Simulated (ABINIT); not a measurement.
# Beyond one shot: NbInO4 (P2/c), part 2 of 3

Wanted: G0W0 and self-consistent gaps of NbInO4 (P2/c), with the cost of the cycles.

ABINIT 10.8.3; LDA and many-body steps on it, plane waves. Known limits of the many-body steps: not at the basis limit; no spin-orbit coupling; coarse k mesh.

So far. Step 4 (G0W0): The gap on the mesh goes from 3.32 eV to 5.10 eV, a correction of +1.77 eV. Step 5 (evGW0, cycle 1): Against G0W0 in ABINIT (2×2×2 mesh, 190 bands, screening to 106.1 eV, Godby-Needs plasmon pole), the gap moves by +0.330 eV. This first cycle still uses the starting levels; it takes the full correction, at all points of the mesh, and its linearised value is 5.079 eV.

### Step 6. evGW0, cycle 2

Level of this step: evGW0 on LDA, plane waves, norm-conserving pseudopotentials (ABINIT).

The corrected levels of the last cycle go back in.

Input file run.abi:

```
acell 3*1.0 Angstrom
rprim 
  4.835500000000 0.000000000000 -0.000000000000
  0.000000000000 5.770900000000 0.000000000000
  -0.101444525800 0.000000000000 5.142999611900
ntypat 3
znucl 41 49 8
natom 12
typat 1 1 2 2 3 3 3 3 3 3 3 3
xred 
  0.000000000000 0.177900000000 0.250000000000
  0.000000000000 0.822100000000 0.750000000000
  0.500000000000 0.682500000000 0.250000000000
  0.500000000000 0.317500000000 0.750000000000
  0.260000000000 0.618000000000 0.901000000000
  0.740000000000 0.618000000000 0.599000000000
  0.740000000000 0.382000000000 0.099000000000
  0.260000000000 0.382000000000 0.401000000000
  0.217000000000 0.898000000000 0.438000000000
  0.783000000000 0.898000000000 0.062000000000
  0.783000000000 0.102000000000 0.562000000000
  0.217000000000 0.102000000000 0.938000000000
pp_dirpath "pseudos"
pseudos "Nb.upf, In.upf, O.upf"
ecut 42
ngkpt 2 2 2
nshiftk 1
shiftk 0 0 0
kptopt 1
chksymbreak 0
istwfk *1
occopt 1
irdwfk 1
optdriver 4
nband 190
gwcalctyp 10
ecutsigx 42
symsigma 1
nkptgw 8
kptgw 
  0.0000000000 0.0000000000 0.0000000000
  0.5000000000 0.0000000000 0.0000000000
  0.0000000000 0.5000000000 0.0000000000
  0.5000000000 0.5000000000 0.0000000000
  0.0000000000 0.0000000000 0.5000000000
  0.5000000000 0.0000000000 0.5000000000
  0.0000000000 0.5000000000 0.5000000000
  0.5000000000 0.5000000000 0.5000000000
bdgw 
  35 70
  35 70
  35 70
  35 70
  35 70
  35 70
  35 70
  35 70
ecuteps 3.9
irdscr 1
ppmodel 1
irdqps 1
indata_prefix "in"
outdata_prefix "out"
tmpdata_prefix "tmp"
```

Started as:

```bash
> OMP_NUM_THREADS=1 mpirun -n 16 abinit run.abi > log
```

Output:

```text
.Version 10.8.3 of ABINIT. v10.8.2 released Aug 2026.

 Symmetries : space group P2/c (# 13); Bravais mP (primitive monocl.)
[... echo of the input left out ...]
== DATASET  1 ==================================================================
-   mpi_nproc: 16, omp_nthreads: 1 (-1 if OMP is not activated)

--- !DatasetInfo
iteration_state: {dtset: 1, }
dimensions: {natom: 12, nkpt: 8, mband: 190, nsppol: 1, nspinor: 1, nspden: 1, mpw: 12604, }
cutoff_energies: {ecut:  42.0, pawecutdg:  -1.0, }
[...]
.  kptgw no:  3; Maximum DeltaE = (   0.052   0.004) for band index: 36
[...]
.  kptgw no:  7; Maximum DeltaE = (  -0.151  -0.000) for band index: 31
.  kptgw no:  8; Maximum DeltaE = (  -0.183  -0.001) for band index: 34

== END DATASET(S) ==============================================================
================================================================================

 -outvars: echo values of variables after computation  --------
           etotal      0.0000000000E+00
            nband         190
             nkpt           8
          spgroup          13
 [... the other variables as echoed above ...]

 Calculation completed.
```

Elapsed: 7.8 min, on 16 MPI ranks of Arm Neoverse N1, shared host; peak memory 21 GiB; 2.1 h of CPU time.

Numbers from this step:

| Quantity | Value |
| --- | --- |
| quasiparticle gap on the mesh | 5.281 eV |
| gap of the density functional on the mesh | 3.324 eV |
| k of the valence top | 0, 0.5, 0 |
| k of the conduction bottom | 0, 0, 0.5 |
| least direct quasiparticle gap on the computed points | 5.324 eV |

Against the cycle before, the gap moves by −0.147 eV.

### Step 7. evGW0, cycle 3

run.abi is that of step 6.

Output:

```text
.Version 10.8.3 of ABINIT. v10.8.2 released Aug 2026.

 Symmetries : space group P2/c (# 13); Bravais mP (primitive monocl.)
[... echo of the input left out ...]
== DATASET  1 ==================================================================
-   mpi_nproc: 16, omp_nthreads: 1 (-1 if OMP is not activated)

--- !DatasetInfo
iteration_state: {dtset: 1, }
dimensions: {natom: 12, nkpt: 8, mband: 190, nsppol: 1, nspinor: 1, nspden: 1, mpw: 12604, }
cutoff_energies: {ecut:  42.0, pawecutdg:  -1.0, }
[...]
.  kptgw no:  3; Maximum DeltaE = (  -0.005   0.003) for band index: 36
[...]
.  kptgw no:  7; Maximum DeltaE = (   0.012  -0.000) for band index: 31
.  kptgw no:  8; Maximum DeltaE = (   0.018  -0.001) for band index: 33

== END DATASET(S) ==============================================================
================================================================================

 -outvars: echo values of variables after computation  --------
           etotal      0.0000000000E+00
            nband         190
             nkpt           8
          spgroup          13
 [... the other variables as echoed above ...]

 Calculation completed.
```

Run time: 7.9 min. Hardware: 16 MPI ranks; peak memory 21 GiB; 2.1 h of CPU time.

Numbers from this step:

| Property | Result |
| --- | --- |
| quasiparticle gap on the mesh | 5.288 eV |
| gap of the density functional on the mesh | 3.324 eV |
| k of the valence top | 0, 0.5, 0 |
| k of the conduction bottom | 0, 0, 0.5 |
| least direct quasiparticle gap on the computed points | 5.329 eV |

Against the cycle before, the gap moves by +0.007 eV.

### Step 8. Screening, 2×2×2 mesh, 190 bands, screening to 106.1 eV

This step: RPA screening on LDA, plane waves, norm-conserving pseudopotentials.

run.abi, as its differences from that of step 7:

```diff
@@ -33,30 +33,13 @@
 irdwfk 1
-optdriver 4
+optdriver 3
 nband 190
+ecuteps 3.9
+inclvkb 2
+awtr 1
+symchi 1
 gwcalctyp 10
-ecutsigx 42
-symsigma 1
-nkptgw 8
-kptgw 
-  0.0000000000 0.0000000000 0.0000000000
-  0.5000000000 0.0000000000 0.0000000000
-  0.0000000000 0.5000000000 0.0000000000
-  0.5000000000 0.5000000000 0.0000000000
-  0.0000000000 0.0000000000 0.5000000000
-  0.5000000000 0.0000000000 0.5000000000
-  0.0000000000 0.5000000000 0.5000000000
-  0.5000000000 0.5000000000 0.5000000000
-bdgw 
-  35 70
-  35 70
-  35 70
-  35 70
-  35 70
-  35 70
-  35 70
-  35 70
-ecuteps 3.9
-irdscr 1
-ppmodel 1
-irdqps 1
+mbpt_sciss 2.006 eV
+nqptdm 1
+qptdm 
+  0 0 0
 indata_prefix "in"
```

Output:

```text
.Version 10.8.3 of ABINIT. v10.8.2 released Aug 2026.

 Symmetries : space group P2/c (# 13); Bravais mP (primitive monocl.)
[... echo of the input left out ...]
== DATASET  1 ==================================================================
-   mpi_nproc: 16, omp_nthreads: 1 (-1 if OMP is not activated)

--- !DatasetInfo
iteration_state: {dtset: 1, }
dimensions: {natom: 12, nkpt: 8, mband: 190, nsppol: 1, nspinor: 1, nspden: 1, mpw: 12604, }
cutoff_energies: {ecut:  42.0, pawecutdg:  -1.0, }
electrons: {nelect:   1.16000000E+02, charge:   0.00000000E+00, occopt:   1.00000000E+00, tsmear:   1.00000000E-02, }

 SCREENING: Calculation of the susceptibility and dielectric matrices

 Based on a program developped by R.W. Godby, V. Olevano, G. Onida, and L. Reining.
 Incorporated in ABINIT by V. Olevano, G.-M. Rignanese, and M. Torrent.
.Using double precision arithmetic ; gwpc =  8

[... cell and pseudopotentials left out ...]
--------------------------------------------------------------------------------

 ==== K-mesh for the wavefunctions ====
 Number of points in the irreducible wedge :     8
[... list of points left out ...]
 Together with  4 symmetry operations and time-reversal symmetry
 yields     8 points in the full Brillouin Zone.

 ==== Q-mesh for the screening function ====
 Number of points in the irreducible wedge :     8
[... list of points left out ...]
 Together with  4 symmetry operations and time-reversal symmetry
 yields     8 points in the full Brillouin Zone.

 setmesh: FFT mesh size selected  =    36x   45x   40
          total number of points  =        64800

 vcoul_init : cutoff-mode = AUXILIARY_FUNCTION
 q-points for optical limit:   1
     1)      0.000010    0.000020    0.000030

 Dielectric matrix will be calculated only for some
 selected q points provided by the user through the input variables
 nqptdm and qptdm

- screening: taking advantage of time-reversal symmetry
- Maximum band index for partially occupied states nbvw = 58
- Remaining bands to be divided among processors   nbcw = 132
- Number of bands treated by each node ~8

 rdqps: reading QP wavefunctions of the previous step
        looking for file in_QPS
 file not found, 1st iteration initialized with KS eigenelements

 screening : performing a first self-consistency
 update of the energies in W by a scissor operator
 applying a scissor operator of [eV] :   2.006

 Number of electrons calculated from density =  116.0000; Expected =  116.0000
 average of density, n =  0.119773
 r_s =    1.2585
 omega_plasma =   33.3838 [eV]

 calculating chi0 at frequencies [eV] :
  1    0.000000E+00    0.000000E+00
  2    0.000000E+00    3.338379E+01

--------------------------------------------------------------------------------
  q-point number  1        q = ( 0.000000, 0.000000, 0.000000) [r.l.u.]
--------------------------------------------------------------------------------
[... chi0 elements left out ...]
 For q-point:  0.000010 0.000020 0.000030
  dielectric constant =   4.4786
  dielectric constant without local fields =   4.7758

  Average fulfillment of the sum rule on Im[epsilon] for q-point    1 :     51.15  [%]
[... wings left out ...]
== END DATASET(S) ==============================================================
================================================================================

 -outvars: echo values of variables after computation  --------
           etotal      0.0000000000E+00
            nband         190
             nkpt           8
          spgroup          13
 [... the other variables as echoed above ...]

 Calculation completed.
```

It took 2.8 min on 16 MPI ranks; peak memory 13 GiB.

Numbers from this step:

```yaml
eps_infinity_with_local_fields_on_this_mesh_along_the_program_s_q_direction: 4.479
the_same_without_local_fields: 4.776
plasma_frequency: 33.38 eV
plane_waves_in_the_screening_matrix: 361
```

This screening uses the functional's bands under a rigid shift, the mean opening of the cycle before.

### Step 9. Screening, 2×2×2 mesh, 190 bands, screening to 106.1 eV

This step: RPA screening on LDA from quasiparticle energies, plane waves, norm-conserving pseudopotentials.

run.abi, as its differences from that of step 8:

```diff
@@ -39,7 +39,13 @@
 symchi 1
+irdqps 1
 gwcalctyp 10
-mbpt_sciss 2.006 eV
-nqptdm 1
+nqptdm 7
 qptdm 
-  0 0 0
+  0.5000000000 0.0000000000 0.0000000000
+  0.0000000000 0.5000000000 0.0000000000
+  0.5000000000 0.5000000000 0.0000000000
+  0.0000000000 0.0000000000 0.5000000000
+  0.5000000000 0.0000000000 0.5000000000
+  0.0000000000 0.5000000000 0.5000000000
+  0.5000000000 0.5000000000 0.5000000000
 indata_prefix "in"
```

Input file mrgscr.stdin:

```
2
merged
q0_SCR
out_SCR
1
```

Started as:

```bash
> OMP_NUM_THREADS=1 mpirun -n 16 abinit run.abi > log; mrgscr < mrgscr.stdin
```

Output:

```text
.Version 10.8.3 of ABINIT. v10.8.2 released Aug 2026.

 Symmetries : space group P2/c (# 13); Bravais mP (primitive monocl.)
[... echo of the input left out ...]
== DATASET  1 ==================================================================
-   mpi_nproc: 16, omp_nthreads: 1 (-1 if OMP is not activated)

--- !DatasetInfo
iteration_state: {dtset: 1, }
dimensions: {natom: 12, nkpt: 8, mband: 190, nsppol: 1, nspinor: 1, nspden: 1, mpw: 12604, }
cutoff_energies: {ecut:  42.0, pawecutdg:  -1.0, }
[...]
q-point number  1        q = ( 0.500000, 0.000000, 0.000000) [r.l.u.]
--------------------------------------------------------------------------------
[... chi0 elements left out ...]
  Average fulfillment of the sum rule on Im[epsilon] for q-point    2 :     54.71  [%]

--------------------------------------------------------------------------------
  q-point number  2        q = ( 0.000000, 0.500000, 0.000000) [r.l.u.]
--------------------------------------------------------------------------------
[... chi0 elements left out ...]
  Average fulfillment of the sum rule on Im[epsilon] for q-point    3 :     56.51  [%]

 [... 5 further q-points ...]
```

Elapsed: 2.1 min, on 16 MPI ranks; peak memory 11 GiB.

Numbers from this step:

```
plasma frequency                    : 33.38 eV
plane waves in the screening matrix : 361
```

This screening reads the quasiparticle levels of the cycle before.

### Step 10. evGW, cycle 1

This step: evGW on LDA, plane waves, norm-conserving pseudopotentials.

run.abi, as its differences from that of step 9:

```diff
@@ -33,12 +33,10 @@
 irdwfk 1
-optdriver 3
+optdriver 4
 nband 190
-ecuteps 3.9
-inclvkb 2
-awtr 1
-symchi 1
-irdqps 1
 gwcalctyp 10
-nqptdm 7
-qptdm 
+ecutsigx 42
+symsigma 1
+nkptgw 8
+kptgw 
+  0.0000000000 0.0000000000 0.0000000000
   0.5000000000 0.0000000000 0.0000000000
@@ -50,2 +48,15 @@
   0.5000000000 0.5000000000 0.5000000000
+bdgw 
+  35 70
+  35 70
+  35 70
+  35 70
+  35 70
+  35 70
+  35 70
+  35 70
+ecuteps 3.9
+irdscr 1
+ppmodel 1
+irdqps 1
 indata_prefix "in"
```

Started as:

```bash
> OMP_NUM_THREADS=1 mpirun -n 16 abinit run.abi > log
```

Output:

```text
.Version 10.8.3 of ABINIT. v10.8.2 released Aug 2026.

 Symmetries : space group P2/c (# 13); Bravais mP (primitive monocl.)
[... echo of the input left out ...]
== DATASET  1 ==================================================================
-   mpi_nproc: 16, omp_nthreads: 1 (-1 if OMP is not activated)

--- !DatasetInfo
iteration_state: {dtset: 1, }
dimensions: {natom: 12, nkpt: 8, mband: 190, nsppol: 1, nspinor: 1, nspden: 1, mpw: 12604, }
cutoff_energies: {ecut:  42.0, pawecutdg:  -1.0, }
[...]
.  kptgw no:  3; Maximum DeltaE = (  -0.206   0.003) for band index:  8
[...]
.  kptgw no:  7; Maximum DeltaE = (  -0.214   0.003) for band index:  3
.  kptgw no:  8; Maximum DeltaE = (  -0.211   0.003) for band index:  2

== END DATASET(S) ==============================================================
================================================================================

 -outvars: echo values of variables after computation  --------
           etotal      0.0000000000E+00
            nband         190
             nkpt           8
          spgroup          13
 [... the other variables as echoed above ...]

 Calculation completed.
```

Elapsed: 7.6 min, on 16 MPI ranks; peak memory 21 GiB; 2 h of CPU time.

This step gave:

```
quasiparticle gap on the mesh                         : 5.677 eV
gap of the density functional on the mesh             : 3.324 eV
k of the valence top                                  : 0, 0.5, 0
k of the conduction bottom                            : 0, 0, 0.5
least direct quasiparticle gap on the computed points : 5.742 eV
```

Against G0W0 in ABINIT (2×2×2 mesh, 190 bands, screening to 106.1 eV, Godby-Needs plasmon pole), the gap moves by +0.579 eV.

### Step 11. Screening, 2×2×2 mesh, 190 bands, screening to 106.1 eV

This step: RPA screening on LDA, plane waves, norm-conserving pseudopotentials.

run.abi, as its differences from that of step 10:

```diff
@@ -33,30 +33,13 @@
 irdwfk 1
-optdriver 4
+optdriver 3
 nband 190
+ecuteps 3.9
+inclvkb 2
+awtr 1
+symchi 1
 gwcalctyp 10
-ecutsigx 42
-symsigma 1
-nkptgw 8
-kptgw 
-  0.0000000000 0.0000000000 0.0000000000
-  0.5000000000 0.0000000000 0.0000000000
-  0.0000000000 0.5000000000 0.0000000000
-  0.5000000000 0.5000000000 0.0000000000
-  0.0000000000 0.0000000000 0.5000000000
-  0.5000000000 0.0000000000 0.5000000000
-  0.0000000000 0.5000000000 0.5000000000
-  0.5000000000 0.5000000000 0.5000000000
-bdgw 
-  35 70
-  35 70
-  35 70
-  35 70
-  35 70
-  35 70
-  35 70
-  35 70
-ecuteps 3.9
-irdscr 1
-ppmodel 1
-irdqps 1
+mbpt_sciss 2.422 eV
+nqptdm 1
+qptdm 
+  0 0 0
 indata_prefix "in"
```

Output:

```text
.Version 10.8.3 of ABINIT. v10.8.2 released Aug 2026.

 Symmetries : space group P2/c (# 13); Bravais mP (primitive monocl.)
[... echo of the input left out ...]
== DATASET  1 ==================================================================
-   mpi_nproc: 16, omp_nthreads: 1 (-1 if OMP is not activated)

--- !DatasetInfo
iteration_state: {dtset: 1, }
dimensions: {natom: 12, nkpt: 8, mband: 190, nsppol: 1, nspinor: 1, nspden: 1, mpw: 12604, }
cutoff_energies: {ecut:  42.0, pawecutdg:  -1.0, }
[...]
[... chi0 elements left out ...]
 For q-point:  0.000010 0.000020 0.000030
  dielectric constant =   4.3394
  dielectric constant without local fields =   4.6183

  Average fulfillment of the sum rule on Im[epsilon] for q-point    1 :     51.89  [%]
[... wings left out ...]
== END DATASET(S) ==============================================================
================================================================================

 -outvars: echo values of variables after computation  --------
           etotal      0.0000000000E+00
            nband         190
             nkpt           8
          spgroup          13
 [... the other variables as echoed above ...]

 Calculation completed.
```

Elapsed: 2.9 min, on 16 MPI ranks; peak memory 13 GiB; 46 min of CPU time.

This step gave:

* ε∞ with local fields, on this mesh, along the program's q direction: 4.339
* the same without local fields: 4.618
* plasma frequency: 33.38 eV
* plane waves in the screening matrix: 361

This screening uses the functional's bands under a rigid shift, the mean opening of the cycle before.

### Step 12. Screening, 2×2×2 mesh, 190 bands, screening to 106.1 eV

This step: RPA screening on LDA from quasiparticle energies, plane waves, norm-conserving pseudopotentials.

run.abi, as its differences from that of step 11:

```diff
@@ -39,7 +39,13 @@
 symchi 1
+irdqps 1
 gwcalctyp 10
-mbpt_sciss 2.422 eV
-nqptdm 1
+nqptdm 7
 qptdm 
-  0 0 0
+  0.5000000000 0.0000000000 0.0000000000
+  0.0000000000 0.5000000000 0.0000000000
+  0.5000000000 0.5000000000 0.0000000000
+  0.0000000000 0.0000000000 0.5000000000
+  0.5000000000 0.0000000000 0.5000000000
+  0.0000000000 0.5000000000 0.5000000000
+  0.5000000000 0.5000000000 0.5000000000
 indata_prefix "in"
```

mrgscr.stdin is that of step 9.

Started as:

```bash
> OMP_NUM_THREADS=1 mpirun -n 16 abinit run.abi > log; mrgscr < mrgscr.stdin
```

Output:

```text
.Version 10.8.3 of ABINIT. v10.8.2 released Aug 2026.

 Symmetries : space group P2/c (# 13); Bravais mP (primitive monocl.)
[... echo of the input left out ...]
== DATASET  1 ==================================================================
-   mpi_nproc: 16, omp_nthreads: 1 (-1 if OMP is not activated)

--- !DatasetInfo
iteration_state: {dtset: 1, }
dimensions: {natom: 12, nkpt: 8, mband: 190, nsppol: 1, nspinor: 1, nspden: 1, mpw: 12604, }
cutoff_energies: {ecut:  42.0, pawecutdg:  -1.0, }
[...]
q-point number  1        q = ( 0.500000, 0.000000, 0.000000) [r.l.u.]
--------------------------------------------------------------------------------
[... chi0 elements left out ...]
  Average fulfillment of the sum rule on Im[epsilon] for q-point    2 :     55.28  [%]

--------------------------------------------------------------------------------
  q-point number  2        q = ( 0.000000, 0.500000, 0.000000) [r.l.u.]
--------------------------------------------------------------------------------
[... chi0 elements left out ...]
  Average fulfillment of the sum rule on Im[epsilon] for q-point    3 :     57.14  [%]

 [... 5 further q-points ...]
```

The job ended after 2.1 min (16 MPI ranks; peak memory 11 GiB; 34 min of CPU time).

Numbers from this step:

| Item | Value |
| --- | --- |
| plasma frequency | 33.38 eV |
| plane waves in the screening matrix | 361 |

This screening reads the quasiparticle levels of the cycle before.

### Step 13. evGW, cycle 2

This step: evGW on LDA, plane waves, norm-conserving pseudopotentials.

run.abi, as its differences from that of step 12:

```diff
@@ -33,12 +33,10 @@
 irdwfk 1
-optdriver 3
+optdriver 4
 nband 190
-ecuteps 3.9
-inclvkb 2
-awtr 1
-symchi 1
-irdqps 1
 gwcalctyp 10
-nqptdm 7
-qptdm 
+ecutsigx 42
+symsigma 1
+nkptgw 8
+kptgw 
+  0.0000000000 0.0000000000 0.0000000000
   0.5000000000 0.0000000000 0.0000000000
@@ -50,2 +48,15 @@
   0.5000000000 0.5000000000 0.5000000000
+bdgw 
+  35 70
+  35 70
+  35 70
+  35 70
+  35 70
+  35 70
+  35 70
+  35 70
+ecuteps 3.9
+irdscr 1
+ppmodel 1
+irdqps 1
 indata_prefix "in"
```

Started as:

```bash
> OMP_NUM_THREADS=1 mpirun -n 16 abinit run.abi > log
```

Output:

```text
.Version 10.8.3 of ABINIT. v10.8.2 released Aug 2026.

 Symmetries : space group P2/c (# 13); Bravais mP (primitive monocl.)
[... echo of the input left out ...]
== DATASET  1 ==================================================================
-   mpi_nproc: 16, omp_nthreads: 1 (-1 if OMP is not activated)

--- !DatasetInfo
iteration_state: {dtset: 1, }
dimensions: {natom: 12, nkpt: 8, mband: 190, nsppol: 1, nspinor: 1, nspden: 1, mpw: 12604, }
cutoff_energies: {ecut:  42.0, pawecutdg:  -1.0, }
[...]
.  kptgw no:  3; Maximum DeltaE = (  -0.029   0.003) for band index:  1
[...]
.  kptgw no:  7; Maximum DeltaE = (  -0.029   0.008) for band index:  1
.  kptgw no:  8; Maximum DeltaE = (  -0.024   0.001) for band index:  3

== END DATASET(S) ==============================================================
================================================================================

 -outvars: echo values of variables after computation  --------
           etotal      0.0000000000E+00
            nband         190
             nkpt           8
          spgroup          13
 [... the other variables as echoed above ...]

 Calculation completed.
```

The job ended after 7.8 min (16 MPI ranks; peak memory 21 GiB).

This step gave:

| Quantity | Value |
| --- | --- |
| quasiparticle gap on the mesh | 5.725 eV |
| gap of the density functional on the mesh | 3.324 eV |
| k of the valence top | 0, 0.5, 0 |
| k of the conduction bottom | 0, 0, 0.5 |
| least direct quasiparticle gap on the computed points | 5.794 eV |

Against the cycle before, the gap moves by +0.048 eV.

(Continued in part 3 of 3.)

[Paths, hosts, dates, memory and timing lines, banners, echoed tables and standing remarks are left out of the program output.]

[Logs are printed without paths, hosts, clocks, repeated set-up lines and the standing remarks that a program may print on its own settings, such as how far it seeks lower states.]

[Runs of the session that timed out or met a known fault of the program may be left out.]

[No measured gap is set beside runs whose start may be inverted or whose files or cutoffs have a known fault.]

[Loops that did not settle are left out.]

[Hosts, paths, dates, database ids (printed as entryN), source tags and the programs' standing remarks are cut or masked in the printed files.]

[G0W0 gaps are taken among the corrected bands and points alone; a level outside them can change the order at an edge.]

[Where Ansatz stands beside ABINIT at settings called matched, ABINIT's density can come from a denser mesh and the files from another edition; pairs whose starting gaps differed by over 0.03 eV were left out, so agreement reads better than it is.]
